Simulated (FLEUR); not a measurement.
# CaMn2As2: parallel and opposed starts

A self-consistent run ends on one state, which hangs on the start. Several orders of CaMn2As2 are started in FLEUR and their energies compared.

Calculated with FLEUR MaX-R8.1; PBEsol; all-electron FLAPW, Dirac cores, scalar-relativistic bands.

## Step 1: Starting point

The structure is trigonal, space group P-3m1 (No. 164). Conventional cell: a = 4.000 Å, b = 4.000 Å, c = 6.996 Å, α = 90.00°, β = 90.00°, γ = 120.00°. Nearest to Ca lie 6 As at 2.99 Å. Nearest to Mn lie 4 As at 2.41 to 2.44 Å. Nearest to As lie 4 Mn at 2.41 to 2.44 Å and 3 Ca at 2.99 Å. Farther neighbours are not listed.

Structure file:

```xyz
5
Lattice="4.0003 0.0000 0.0000 -2.0002 3.4644 0.0000 0.0000 0.0000 6.9955" Properties=species:S:1:pos:R:3 pbc="T T T"
Ca    0.0000    0.0000    0.0000
Mn    0.0000    2.3096    4.3083
Mn    2.0002    1.1548    2.6872
As    2.0002    1.1548    5.1004
As    0.0000    2.3096    1.8951
```

The cell comes from a database of computed structures and need not be the stable phase.

## Step 2: Start 1: ferro ++

The parallel start comes first: it shows whether parallel moments hold.

inpgen writes inp.xml from crystal.txt; cutoffs, mixing, functional, smearing and local orbitals are then set in the file. The k list default-1 (kpts.xml, not shown) is a Γ-centred 8×8×4 mesh; where the ranks do not divide the number of points, some are split in two of half the weight.

File inp.xml:

```
<?xml version="1.0" encoding="UTF-8" standalone="no"?>
<fleurInput fleurInputVersion="0.39">
   <comment>
      CaMn2As2
   </comment>
   <calculationSetup>
      <cutoffs Kmax="3.69" Gmax="11.1" GmaxXC="11.1" numbands="0"/>
      <scfLoop itmax="90" minDistance="0.00002" maxIterBroyd="15" imix="Anderson" alpha="0.05" precondParam="0.0" spinf="2.0" sdNocoIR="T"/>
      <coreElectrons ctail="T" frcor="F" kcrel="0" coretail_lmax="0"/>
      <xcFunctional name="PBEs" relativisticCorrections="F"/>
      <magnetism jspins="2"/>
      <soc l_soc="F" theta="0.0" phi="0.0" spav="F"/>
      <expertModes spex="0" secvar="F"/>
      <geometryOptimization l_f="F" forcealpha="1.0" forcemix="BFGS" epsdisp="0.00001" epsforce="0.00001"/>
      <ldaU l_linMix="F" mixParam="0.05" spinf="1.0"/>
   </calculationSetup>
   <cell>
      <bzIntegration valenceElectrons="70.0" mode="hist" fermiSmearingEnergy="0.00110248">
         <kPointListSelection listName="default-1"/>
         <xi:include xmlns:xi="http://www.w3.org/2001/XInclude" href="kpts.xml"> </xi:include>
      </bzIntegration>
      <xi:include xmlns:xi="http://www.w3.org/2001/XInclude" href="sym.xml"> </xi:include>
      <bulkLattice scale="1.0">
         <bravaisMatrix>
            <row-1>    7.5595426828929027     0.0000000000566918     0.0000000000000000</row-1>
            <row-2>   -3.7797713414936944     6.5467560043468911     0.0000000000000000</row-2>
            <row-3>    0.0000000000000000     0.0000000000000000    13.2196452450536608</row-3>
         </bravaisMatrix>
      </bulkLattice>
   </cell>
   <atomSpecies>
      <species name="Calcium (Ca)" element="Ca" atomicNumber="20">
         <mtSphere radius="2.8" gridPoints="925" logIncrement="0.013"/>
         <atomicCutoffs lmax="10" lnonsphr="8"/>
         <electronConfig flipSpins="F">
            <coreConfig>(1s1/2) (2s1/2) (2p1/2) (2p3/2)</coreConfig>
            <valenceConfig>(3s1/2) (3p1/2) (3p3/2) (4s1/2)</valenceConfig>
         </electronConfig>
         <energyParameters s="4" p="4" d="3" f="4"/>
         <lo type="SCLO" l="0" n="3" eDeriv="0"/>
         <lo type="SCLO" l="1" n="3" eDeriv="0"/>
      </species>
      <species name="Manganese 3.502" element="Mn" atomicNumber="25">
         <mtSphere radius="2.22" gridPoints="735" logIncrement="0.016"/>
         <atomicCutoffs lmax="8" lnonsphr="6"/>
         <electronConfig flipSpins="F">
            <coreConfig>(1s1/2) (2s1/2) (2p1/2) (2p3/2)</coreConfig>
            <valenceConfig>(3s1/2) (3p1/2) (3p3/2) (4s1/2) (3d3/2) (3d5/2)</valenceConfig>
            <stateOccupation state="(3d3/2)" spinUp="1.251" spinDown="0.749"/>
            <stateOccupation state="(3d5/2)" spinUp="3.0" spinDown="0.0"/>
         </electronConfig>
         <energyParameters s="4" p="4" d="3" f="4"/>
         <lo type="SCLO" l="0" n="3" eDeriv="0"/>
         <lo type="SCLO" l="1" n="3" eDeriv="0"/>
      </species>
      <species name="Arsenic (As)" element="As" atomicNumber="33">
         <mtSphere radius="2.22" gridPoints="735" logIncrement="0.017"/>
         <atomicCutoffs lmax="8" lnonsphr="6"/>
         <electronConfig flipSpins="F">
            <coreConfig>(1s1/2) (2s1/2) (2p1/2) (2p3/2) (3s1/2) (3p1/2) (3p3/2)</coreConfig>
            <valenceConfig>(4s1/2) (3d3/2) (3d5/2) (4p1/2) (4p3/2)</valenceConfig>
            <stateOccupation state="(4p1/2)" spinUp="0.500000" spinDown="0.500000"/>
            <stateOccupation state="(4p3/2)" spinUp="1.000000" spinDown="1.000000"/>
         </electronConfig>
         <energyParameters s="4" p="4" d="3" f="4"/>
      </species>
   </atomSpecies>
   <atomGroups>
      <atomGroup species="Calcium (Ca)">
         <relPos label="                   1">.0000000000 .0000000000 .0000000000</relPos>
         <force calculate="T" relaxXYZ="TTT"/>
      </atomGroup>
      <atomGroup species="Manganese 3.502">
         <relPos label="                   2">1.000/3.000 -1.000/3.000 -.3841310000</relPos>
         <relPos label="                   3">-1.000/3.000 1.000/3.000 .3841310000</relPos>
         <force calculate="T" relaxXYZ="TTT"/>
      </atomGroup>
      <atomGroup species="Arsenic (As)">
         <relPos label="                   4">-1.000/3.000 1.000/3.000 -.2709010000</relPos>
         <relPos label="                   5">1.000/3.000 -1.000/3.000 .2709010000</relPos>
         <force calculate="T" relaxXYZ="TTT"/>
      </atomGroup>
   </atomGroups>
   <output dos="F" band="F" slice="F">
      <bandDOS minEnergy="-.5*Htr" maxEnergy="0.5*Htr" sigma="0.015" storeEVData="T"/>
      <plotting iplot="0" polar="F">
         <plot TwoD="T" vec1="  1.0  0.0  0.0" vec2="  0.0  1.0  0.0" vec3="  0.0  0.0  1.0" zero="  0.0  0.0  0.0" file="plot"/>
      </plotting>
      <moessbauerParams electricFieldGradient="F" isomerShift="F" coreHyperfine="F" valenceHyperfine="F"/>
   </output>
</fleurInput>
```

File crystal.txt:

```
CaMn2As2
&input film=F cartesian=F /
4.00033771269  0.00000000003  0.00000000000
-2.00016885637  3.46439408289  0.00000000000
0.00000000000  0.00000000000  6.99553500000
1.8897261246
1.0 1.0 1.0

5
20 0.00000000000  0.00000000000  0.00000000000
25 0.33333333333  0.66666666667  0.61586900000 : 3.502
25 0.66666666667  0.33333333333  0.38413100000 : 3.502
33 0.66666666667  0.33333333333  0.72909900000
33 0.33333333333  0.66666666667  0.27090100000

&kpt div1=8 div2=8 div3=4 gamma=T /
```

Started as:

```
$ OMP_NUM_THREADS=1 inpgen -f crystal.txt > inpgen.log  # inp.xml is then edited as shown
$ OMP_NUM_THREADS=1 mpirun -n 4 fleur_MPI > fleur.log
```

Log:

```text
Welcome to FLEUR        (www.flapw.de)
      MaX-Release 8.1          (www.max-centre.eu)

 ========== k-point set info ==========
 Selected k-point list: default-1
 k-point list type: mesh
 0 x 0 x 0
 Number of k points: 36

 ------------Calculation Setup---------------------------
 Number of MPI-tasks      :            4
 Number of PE/node        :            4
 Number of OMP-threads    :            1
 k-points in parallel     :            4
 pe's per k-point         :            1
 No of k-point loops      :            9
 Eigenvalue solver        :       lapack
 Number of basis functions:          610
 Approximate size of matrices (H+S) per k-point:         0.006 GB
 --------------------------------------------------------
 Iteration:     1   Distance:       9.66565769 me/bohr^3
 Iteration:     2   Distance:       8.13026703 me/bohr^3
 Iteration:     3   Distance:       6.78750449 me/bohr^3
 Iteration:     4   Distance:       5.54880563 me/bohr^3
 Iteration:     5   Distance:       2.59486852 me/bohr^3
 Iteration:     6   Distance:       2.16303796 me/bohr^3
 Iteration:     7   Distance:       1.78329982 me/bohr^3
 Iteration:     8   Distance:       2.08397119 me/bohr^3
 Iteration:     9   Distance:       1.35035843 me/bohr^3
 Iteration:    10   Distance:       1.31091962 me/bohr^3
 Iteration:    11   Distance:       0.54136751 me/bohr^3
 Iteration:    12   Distance:       0.32547977 me/bohr^3
 Iteration:    13   Distance:       0.23196890 me/bohr^3
 Iteration:    14   Distance:       0.18507261 me/bohr^3
 Iteration:    15   Distance:       0.07047231 me/bohr^3
 Iteration:    16   Distance:       0.06825158 me/bohr^3
 Iteration:    17   Distance:       0.04389229 me/bohr^3
 Iteration:    18   Distance:       0.01473124 me/bohr^3
 Iteration:    19   Distance:       0.00813919 me/bohr^3
 Iteration:    20   Distance:       0.00489989 me/bohr^3
 Iteration:    21   Distance:       0.00270730 me/bohr^3
 Iteration:    22   Distance:       0.00162221 me/bohr^3
 Iteration:    23   Distance:       0.00073061 me/bohr^3
 Iteration:    24   Distance:       0.00052463 me/bohr^3
 Iteration:    25   Distance:       0.00013464 me/bohr^3
 Iteration:    26   Distance:       0.00012032 me/bohr^3
 Iteration:    27   Distance:       0.00002460 me/bohr^3
 Iteration:    28   Distance:       0.00000777 me/bohr^3

 ********************************************************************
 Run finished successfully
 Stop message:
   all done
 ********************************************************************

--- out.xml (last complete iteration) ---
<iteration numberForCurrentRun="   28" overallNumber="   28">
         [... left out ...]
         <bandgap value="0.0001274454" units="eV"/>
         <sumValenceSingleParticleEnergies value="-51.8789131761" units="Htr"/>
         <FermiEnergy value="0.2631525576" units="Htr"/>
         <valenceDensity>
            <mtCharges spin="1">
               <mtCharge atomType="1" total="4.3442088" s="1.0664843" p="3.0455903" d="0.2175233" f="0.0119312"/>
               <mtCharge atomType="2" total="8.0484848" s="1.1344329" p="3.1188816" d="3.7870751" f="0.0065899"/>
               <mtCharge atomType="3" total="6.5058812" s="0.6375280" p="0.8550732" d="5.0023700" f="0.0086042"/>
            </mtCharges>
            <mtCharges spin="2">
               <mtCharge atomType="1" total="4.3474236" s="1.0698637" p="3.0504918" d="0.2124714" f="0.0118424"/>
               <mtCharge atomType="2" total="5.4412720" s="1.1107471" p="3.1004745" d="1.2219845" f="0.0066402"/>
               <mtCharge atomType="3" total="6.6076657" s="0.6394526" p="0.9675762" d="4.9955966" f="0.0040590"/>
            </mtCharges>
            <spinDependentCharge spin="1" total="37.6498240" interstitial="4.1968833" mtSpheres="33.4529407"/>
            <spinDependentCharge spin="2" total="32.3501760" interstitial="3.9048771" mtSpheres="28.4452988"/>
            <totalCharge value="70.0000000000"/>
         </valenceDensity>
         [... left out ...]
         <allElectronCharges>
            <spinDependentCharge spin="1" total="70.6498240" interstitial="4.1973041" mtSpheres="66.4525200"/>
            <spinDependentCharge spin="2" total="65.3501760" interstitial="3.9053008" mtSpheres="61.4448752"/>
            <totalCharge value="135.9999999860"/>
         </allElectronCharges>
         <magneticMomentsInMTSpheres units="muBohr">
            <globalMagMoment atomType="1" vec="0.00000   0.00000  -0.00321"/>
            <localMagMoment atomType="1" vec="0.00000   0.00000  -0.00321"/>
            <globalMagMoment atomType="2" vec="0.00000   0.00000   2.60721"/>
            <localMagMoment atomType="2" vec="0.00000   0.00000   2.60721"/>
            <globalMagMoment atomType="3" vec="0.00000   0.00000  -0.10178"/>
            <localMagMoment atomType="3" vec="0.00000   0.00000  -0.10178"/>
         </magneticMomentsInMTSpheres>
         <moessbauerParams unitsHFF="kG" unitsIS="e/bohr^3" unitsEFG="Htr/bohr^2">
         </moessbauerParams>
         <totalEnergy value="    -7513.7189867765" units="Htr">
            <sumOfEigenvalues value="    -4345.6264056197">
               <coreElectrons value="-4293.7474924436"/>
               <valenceElectrons value="-51.8789131761"/>
            </sumOfEigenvalues>
            <densityCoulombPotentialIntegral value="-11598.3308473760"/>
            <densityEffectivePotentialIntegral value="-11994.4677881544"/>
            <chargeDenXCDenIntegral value="-302.2753387376"/>
            <FockExchangeEnergyValence value="0.0000000000"/>
            <FockExchangeEnergyCore value="0.0000000000"/>
            <atomTypeDependentContributions atomType="1">
               <electronNucleiInteractionDifferentMTs value="805.3611367344"/>
               <MadelungTerm value="-7.1775195674"/>
            </atomTypeDependentContributions>
            <atomTypeDependentContributions atomType="2">
               <electronNucleiInteractionDifferentMTs value="2756.8124852211"/>
               <MadelungTerm value="-21.6025728301"/>
            </atomTypeDependentContributions>
            <atomTypeDependentContributions atomType="3">
               <electronNucleiInteractionDifferentMTs value="5436.9072246401"/>
               <MadelungTerm value="-33.2586678925"/>
            </atomTypeDependentContributions>
            <tkbTimesEntropy value="0.0003907776"/>
            <freeEnergy value="-7513.7193775541"/>
            <extrapolationTo0K value="-7513.7191821653"/>
         </totalEnergy>
         <densityConvergence units="me/bohr^3">
            <chargeDensity spin="1" distance="0.0000041404"/>
            <chargeDensity spin="2" distance="0.0000049759"/>
            <overallChargeDensity distance="0.0000048433"/>
            <spinDensity distance="0.0000077683"/>
         </densityConvergence>
      </iteration>
```

The job ended after 54 s (4 MPI ranks of Intel Xeon 6975P-C (Granite Rapids), shared host; peak memory 0.38 GiB).

Spin moment in the muffin-tin sphere by atom:

```
atom  spin moment in the muffin-tin sphere (μB)
 Ca1                                       0.00
 Mn2                                       2.61
 Mn3                                       2.61
 As4                                      -0.10
 As5                                      -0.10
```

Read from the output:

```yaml
free_energy: -204458.7201 eV
program_s_band_gap_on_this_mesh_in_a_metal_only_a_level_spacing: 1.27e-4 eV
magnetization: 5.300 μB
final_state: ferromagnetic, with opposed induced moments
```

After 28 cycles the largest moment stands at 2.61 μB.

(Continued in part 2 of 2.)

[Logs and program files are shortened in this print: banners, set-up blocks, solver, clock and traceback lines can be left out without a mark of their own.]

[Logs are printed without paths, hosts, clocks, repeated set-up lines and the standing remarks that a program may print on its own settings, such as how far it seeks lower states.]

[Hosts, paths, dates, database ids (printed as entryN), source tags and the programs' standing remarks are cut or masked in the printed files.]

[Where a cell is said to come from a database of computed structures, the database is the Materials Project.]
